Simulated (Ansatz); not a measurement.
## P on Nb(110): change of the work function: cost of one run

Ansatz 0.2.0; plane-wave DFT, PBE, Ansatz PAW. The cell holds 5 atoms.

Input file input.yaml:

```yaml
crystal:
  lattice:
    - [2.3334523779, -1.65, 0.0]
    - [2.3334523779, 1.65, 0.0]
    - [0.0, 0.0, 27.2430556071]
  atoms:
    - { symbol: Nb, position: [0.0, 0.0, 0.3303594182] }
    - { symbol: Nb, position: [0.5, 0.5, 0.416012526] }
    - { symbol: Nb, position: [0.0, 0.0, 0.5027365354] }
    - { symbol: Nb, position: [0.5, 0.5, 0.5853464642] }
    - { symbol: P, position: [0.84, 0.84, 0.6696405818] }
kpoints:
  mp_grid: { grid: [12, 12, 1] }
hamiltonian:
  xc: pbe
scf:
  occupations: { method: fermi_dirac, width: 0.1 }
  convergence: { dr2_threshold: 1.0e-08 }
efield:
  axis: 3
  dipole_correction: true
  ramp_position: 0.97
  ramp_width: 0.06
relax:
  f_tol: 0.02
  max_steps: 60
  constraints: [{ sites: [0, 1] }]
output:
  write_potential: true
  write_density: true
  volumetric_format: npy
```

The run is started by

```
ansatz run input.yaml --threads 4 --pin off --max-ram 16384MiB --backend cpu --events-out ev --progress --plain --runs-dir out
```

The cutoff in use is 420 eV. For reference, a run of the same kind (17 atoms, 13 k-points, 128 bands and 16,403 plane waves; 74 SCF cycles) took 6.3 min and 2.9 GiB on the same hardware.

**Question.** How long does this run take on 4 threads of Arm Neoverse V1, shared host, and how much memory does it need?

A cutoff of 420 eV is a sphere of radius 10.5 Å⁻¹, so a cell of 210 Å³ holds about V·G³/6π² = 4,100 plane waves. At two electrons a band, the 57 electrons need 29 bands, and 6 more are carried. Symmetry cuts the 12×12×1 mesh from 144 to 43 points. The run has 43 k-points, 35 bands and 4,113 plane waves. Taking the work of a cycle as k-points × spins × bands × plane waves, that is 0.23 times the reference, or 86 s at the reference's 74 cycles. The run needed 70 SCF cycles over 9 ionic steps, which makes it about 81 s. One copy of the wavefunctions takes 0.092 GiB at 16 bytes a coefficient, against 0.41 GiB in the reference; grids, projectors and work arrays come on top. Measured: about 56 s, with a peak of 0.62 GiB. The run was quicker than this simple count says.

[Logs are printed without paths, hosts, clocks, repeated set-up lines and the standing remarks that a program may print on its own settings, such as how far it seeks lower states.]

[Hosts, paths, dates, database ids (printed as entryN), source tags and the programs' standing remarks are cut or masked in the printed files.]

[Maps of the electrostatic potential energy from Ansatz leave out the sawtooth potential of an applied field or a dipole correction, so their vacuum need not be flat; planar profiles and work functions include it.]
